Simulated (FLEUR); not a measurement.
**E(M) of Nickel**

How stiff is the moment of Nickel, and are there other minima?

Program: FLEUR MaX-R8.1. Level of theory: PBEsol; all-electron FLAPW, Dirac cores, scalar-relativistic bands. Results are calculated unless marked as measured.

Most raw output is cut from this account.

## 1. The structure

The structure is cubic, space group Fm-3m (No. 225). Conventional cell: a = 3.524 Å, b = 3.524 Å, c = 3.524 Å, α = 90.00°, β = 90.00°, γ = 90.00°. Nearest to Ni lie 12 Ni at 2.49 Å.

As a file:

```
Ni
1.0
     0.00000    1.76194    1.76194
     1.76194    0.00000    1.76194
     1.76194    1.76194    0.00000
Ni
1
Direct
  0.00000 0.00000 0.00000
```

## 2. Unconstrained state

The free run tells which range of moments is worth scanning.

inpgen writes inp.xml from crystal.txt; cutoffs, mixing, functional, smearing and local orbitals are then set in the file. The k list default-1 (kpts.xml, not shown) is a Γ-centred 14×14×14 mesh; where the ranks do not divide the number of points, some are split in two of half the weight.

The input, inp.xml:

```
<?xml version="1.0" encoding="UTF-8" standalone="no"?>
<fleurInput fleurInputVersion="0.39">
   <comment>
      Ni
   </comment>
   <calculationSetup>
      <cutoffs Kmax="3.96" Gmax="13.9" GmaxXC="13.9" numbands="0"/>
      <scfLoop itmax="90" minDistance="0.00002" maxIterBroyd="6" imix="Anderson" alpha="0.05" precondParam="0.0" spinf="2.0" sdNocoIR="T"/>
      <coreElectrons ctail="T" frcor="F" kcrel="0" coretail_lmax="0"/>
      <xcFunctional name="PBEs" relativisticCorrections="F"/>
      <magnetism jspins="2"/>
      <soc l_soc="F" theta="0.0" phi="0.0" spav="F"/>
      <expertModes spex="0" secvar="F"/>
      <geometryOptimization l_f="F" forcealpha="1.0" forcemix="BFGS" epsdisp="0.00001" epsforce="0.00001"/>
      <ldaU l_linMix="F" mixParam="0.05" spinf="1.0"/>
   </calculationSetup>
   <cell>
      <bzIntegration valenceElectrons="18.0" mode="hist" fermiSmearingEnergy="0.00293995">
         <kPointListSelection listName="default-1"/>
         <xi:include xmlns:xi="http://www.w3.org/2001/XInclude" href="kpts.xml"> </xi:include>
      </bzIntegration>
      <xi:include xmlns:xi="http://www.w3.org/2001/XInclude" href="sym.xml"> </xi:include>
      <bulkLattice scale="1.0">
         <bravaisMatrix>
            <row-1>    0.0000000000000000     3.3295745993471009     3.3295745993471009</row-1>
            <row-2>    3.3295745993471009     0.0000000000000000     3.3295745993471009</row-2>
            <row-3>    3.3295745993471009     3.3295745993471009     0.0000000000000000</row-3>
         </bravaisMatrix>
      </bulkLattice>
   </cell>
   <atomSpecies>
      <species name="Nickel (Ni1.000" element="Ni" atomicNumber="28">
         <mtSphere radius="2.3" gridPoints="761" logIncrement="0.016"/>
         <atomicCutoffs lmax="8" lnonsphr="6"/>
         <electronConfig flipSpins="F">
            <coreConfig>(1s1/2) (2s1/2) (2p1/2) (2p3/2)</coreConfig>
            <valenceConfig>(3s1/2) (3p1/2) (3p3/2) (4s1/2) (3d3/2) (3d5/2)</valenceConfig>
            <stateOccupation state="(3d3/2)" spinUp="1.6" spinDown="1.6"/>
            <stateOccupation state="(3d5/2)" spinUp="2.9" spinDown="1.9"/>
         </electronConfig>
         <energyParameters s="4" p="4" d="3" f="4"/>
         <lo type="SCLO" l="0" n="3" eDeriv="0"/>
         <lo type="SCLO" l="1" n="3" eDeriv="0"/>
      </species>
   </atomSpecies>
   <atomGroups>
      <atomGroup species="Nickel (Ni1.000">
         <relPos label="                   1">.0000000000 .0000000000 .0000000000</relPos>
         <force calculate="T" relaxXYZ="TTT"/>
      </atomGroup>
   </atomGroups>
   <output dos="F" band="F" slice="F">
      <bandDOS minEnergy="-.5*Htr" maxEnergy="0.5*Htr" sigma="0.015" storeEVData="T"/>
      <plotting iplot="0" polar="F">
         <plot TwoD="T" vec1="  1.0  0.0  0.0" vec2="  0.0  1.0  0.0" vec3="  0.0  0.0  1.0" zero="  0.0  0.0  0.0" file="plot"/>
      </plotting>
      <moessbauerParams electricFieldGradient="F" isomerShift="F" coreHyperfine="F" valenceHyperfine="F"/>
   </output>
</fleurInput>
```

The input, crystal.txt:

```
Ni
&input film=F cartesian=F /
0.00000000000  1.76193500000  1.76193500000
1.76193500000  0.00000000000  1.76193500000
1.76193500000  1.76193500000  0.00000000000
1.8897261246
1.0 1.0 1.0

1
28 0.00000000000  0.00000000000  0.00000000000 : 1.000

&kpt div1=14 div2=14 div3=14 gamma=T /
```

Started as:

```bash
$ OMP_NUM_THREADS=1 inpgen -f crystal.txt > inpgen.log  # inp.xml is then edited as shown
$ OMP_NUM_THREADS=1 mpirun -n 4 fleur_MPI > fleur.log
```

It took 8.7 s on 4 MPI ranks of Arm Neoverse V1, shared host; peak memory 0.17 GiB; 34 s of CPU time.

Read from the output:

```yaml
free_energy: -41349.2468 eV
program_s_band_gap_on_this_mesh_in_a_metal_only_a_level_spacing: 0.004897 eV
magnetization: 0.6073 μB
final_state: ferromagnetic
largest_moment: 0.6348 μB
```

After 21 cycles the largest moment stands at 0.635 μB.

## 3. No spin polarisation

Changes to inp.xml since step 2:

```diff
@@ -10,3 +10,3 @@
       <xcFunctional name="PBEs" relativisticCorrections="F"/>
-      <magnetism jspins="2"/>
+      <magnetism jspins="1"/>
       <soc l_soc="F" theta="0.0" phi="0.0" spav="F"/>
@@ -31,3 +31,3 @@
    <atomSpecies>
-      <species name="Nickel (Ni1.000" element="Ni" atomicNumber="28">
+      <species name="Nickel (Ni)" element="Ni" atomicNumber="28">
          <mtSphere radius="2.3" gridPoints="761" logIncrement="0.016"/>
@@ -37,4 +37,4 @@
             <valenceConfig>(3s1/2) (3p1/2) (3p3/2) (4s1/2) (3d3/2) (3d5/2)</valenceConfig>
-            <stateOccupation state="(3d3/2)" spinUp="1.6" spinDown="1.6"/>
-            <stateOccupation state="(3d5/2)" spinUp="2.9" spinDown="1.9"/>
+            <stateOccupation state="(3d3/2)" spinUp="1.600000" spinDown="1.600000"/>
+            <stateOccupation state="(3d5/2)" spinUp="2.400000" spinDown="2.400000"/>
          </electronConfig>
@@ -46,3 +46,3 @@
    <atomGroups>
-      <atomGroup species="Nickel (Ni1.000">
+      <atomGroup species="Nickel (Ni)">
          <relPos label="                   1">.0000000000 .0000000000 .0000000000</relPos>
```

Changes to crystal.txt since step 2:

```diff
@@ -9,3 +9,3 @@
 1
-28 0.00000000000  0.00000000000  0.00000000000 : 1.000
+28 0.00000000000  0.00000000000  0.00000000000
```

The job ended after 4.4 s (4 MPI ranks; peak memory 0.16 GiB; 17 s of CPU time).

Numbers from this step:

```
free energy                                                       : -41349.2088 eV
program's band gap on this mesh (in a metal only a level spacing) : 0.001141 eV
final state                                                       : non-magnetic (no spin polarisation)
```

Its energy lies +38.0 meV a cell from the free run's.

## 4. Moment fixed at 0.604 μB

Two Fermi energies hold the total moment; the run starts from the free run's density.

Changes to inp.xml since step 3:

```diff
@@ -10,3 +10,3 @@
       <xcFunctional name="PBEs" relativisticCorrections="F"/>
-      <magnetism jspins="1"/>
+      <magnetism jspins="2" fixed_moment="0.604"/>
       <soc l_soc="F" theta="0.0" phi="0.0" spav="F"/>
@@ -31,3 +31,3 @@
    <atomSpecies>
-      <species name="Nickel (Ni)" element="Ni" atomicNumber="28">
+      <species name="Nickel (Ni1.000" element="Ni" atomicNumber="28">
          <mtSphere radius="2.3" gridPoints="761" logIncrement="0.016"/>
@@ -37,4 +37,4 @@
             <valenceConfig>(3s1/2) (3p1/2) (3p3/2) (4s1/2) (3d3/2) (3d5/2)</valenceConfig>
-            <stateOccupation state="(3d3/2)" spinUp="1.600000" spinDown="1.600000"/>
-            <stateOccupation state="(3d5/2)" spinUp="2.400000" spinDown="2.400000"/>
+            <stateOccupation state="(3d3/2)" spinUp="1.6" spinDown="1.6"/>
+            <stateOccupation state="(3d5/2)" spinUp="2.9" spinDown="1.9"/>
          </electronConfig>
@@ -46,3 +46,3 @@
    <atomGroups>
-      <atomGroup species="Nickel (Ni)">
+      <atomGroup species="Nickel (Ni1.000">
          <relPos label="                   1">.0000000000 .0000000000 .0000000000</relPos>
```

Started as:

```bash
$ OMP_NUM_THREADS=1 mpirun -n 4 fleur_MPI > fleur.log
```

It took 4.9 s on 4 MPI ranks; peak memory 0.16 GiB; 19 s of CPU time.

This step gave:

| Property | Result |
| --- | --- |
| magnetization | 0.604 μB |

Its energy lies +0.0 meV a cell from the free run's.

## 5. Moment fixed at 0.755 μB

Changes to inp.xml since step 4:

```diff
@@ -10,3 +10,3 @@
       <xcFunctional name="PBEs" relativisticCorrections="F"/>
-      <magnetism jspins="2" fixed_moment="0.604"/>
+      <magnetism jspins="2" fixed_moment="0.755"/>
       <soc l_soc="F" theta="0.0" phi="0.0" spav="F"/>
```

Elapsed: 6.5 s, on 4 MPI ranks; peak memory 0.16 GiB.

This step gave:

| Quantity | Value |
| --- | --- |
| magnetization | 0.755 μB |

Its energy lies +6.8 meV a cell from the free run's.

## 6. Moment fixed at 0.453 μB

Changes to inp.xml since step 5:

```diff
@@ -10,3 +10,3 @@
       <xcFunctional name="PBEs" relativisticCorrections="F"/>
-      <magnetism jspins="2" fixed_moment="0.755"/>
+      <magnetism jspins="2" fixed_moment="0.453"/>
       <soc l_soc="F" theta="0.0" phi="0.0" spav="F"/>
```

Run time: 6.8 s. Hardware: 4 MPI ranks; peak memory 0.16 GiB.

Read from the output:

- magnetization: 0.453 μB

Its energy lies +9.3 meV a cell from the free run's.

## 7. E(M)

The other moments were run in the same way.

Energy over the lowest against total spin moment:

| total spin moment (μB a cell) | energy over the lowest (meV a cell) |
| --- | --- |
| 0.000 | 38.0 |
| 0.151 | 34.4 |
| 0.302 | 24.2 |
| 0.453 | 9.31 |
| 0.604 | 0.0196 |
| 0.607 | 0 |
| 0.755 | 6.82 |
| 0.906 | 46.7 |
| 1.056 | 118 |
| 1.207 | 232 |

The moment, largest sphere moment by total spin moment:

| total spin moment (μB a cell) | moment, largest sphere moment (μB) |
| --- | --- |
| 0.000 | 0 |
| 0.151 | 0.159 |
| 0.302 | 0.318 |
| 0.453 | 0.477 |
| 0.604 | 0.631 |
| 0.607 | 0.635 |
| 0.755 | 0.781 |
| 0.906 | 0.921 |
| 1.056 | 1.06 |
| 1.207 | 1.19 |

## 8. What came out

| Item | Value |
| --- | --- |
| moment of the free run | 0.607 μB a cell |
| moment of the lowest point | 0.607 μB a cell |
| energy of the spinless run | 38.0 meV a cell over the lowest |

**Reading.** The lowest point lies 38.0 meV a cell under the spinless run, in free energy at a smearing of 0.08 eV. The point at zero is the spinless run. Opposed orders, which also have no total moment, were not run.

[Logs and program files are shortened in this print: banners, set-up blocks, solver, clock and traceback lines can be left out without a mark of their own.]

[Logs are printed without paths, hosts, clocks, repeated set-up lines and the standing remarks that a program may print on its own settings, such as how far it seeks lower states.]

[Hosts, paths, dates, database ids (printed as entryN), source tags and the programs' standing remarks are cut or masked in the printed files.]

[Where a cell is said to come from a database of computed structures, the database is the Materials Project.]
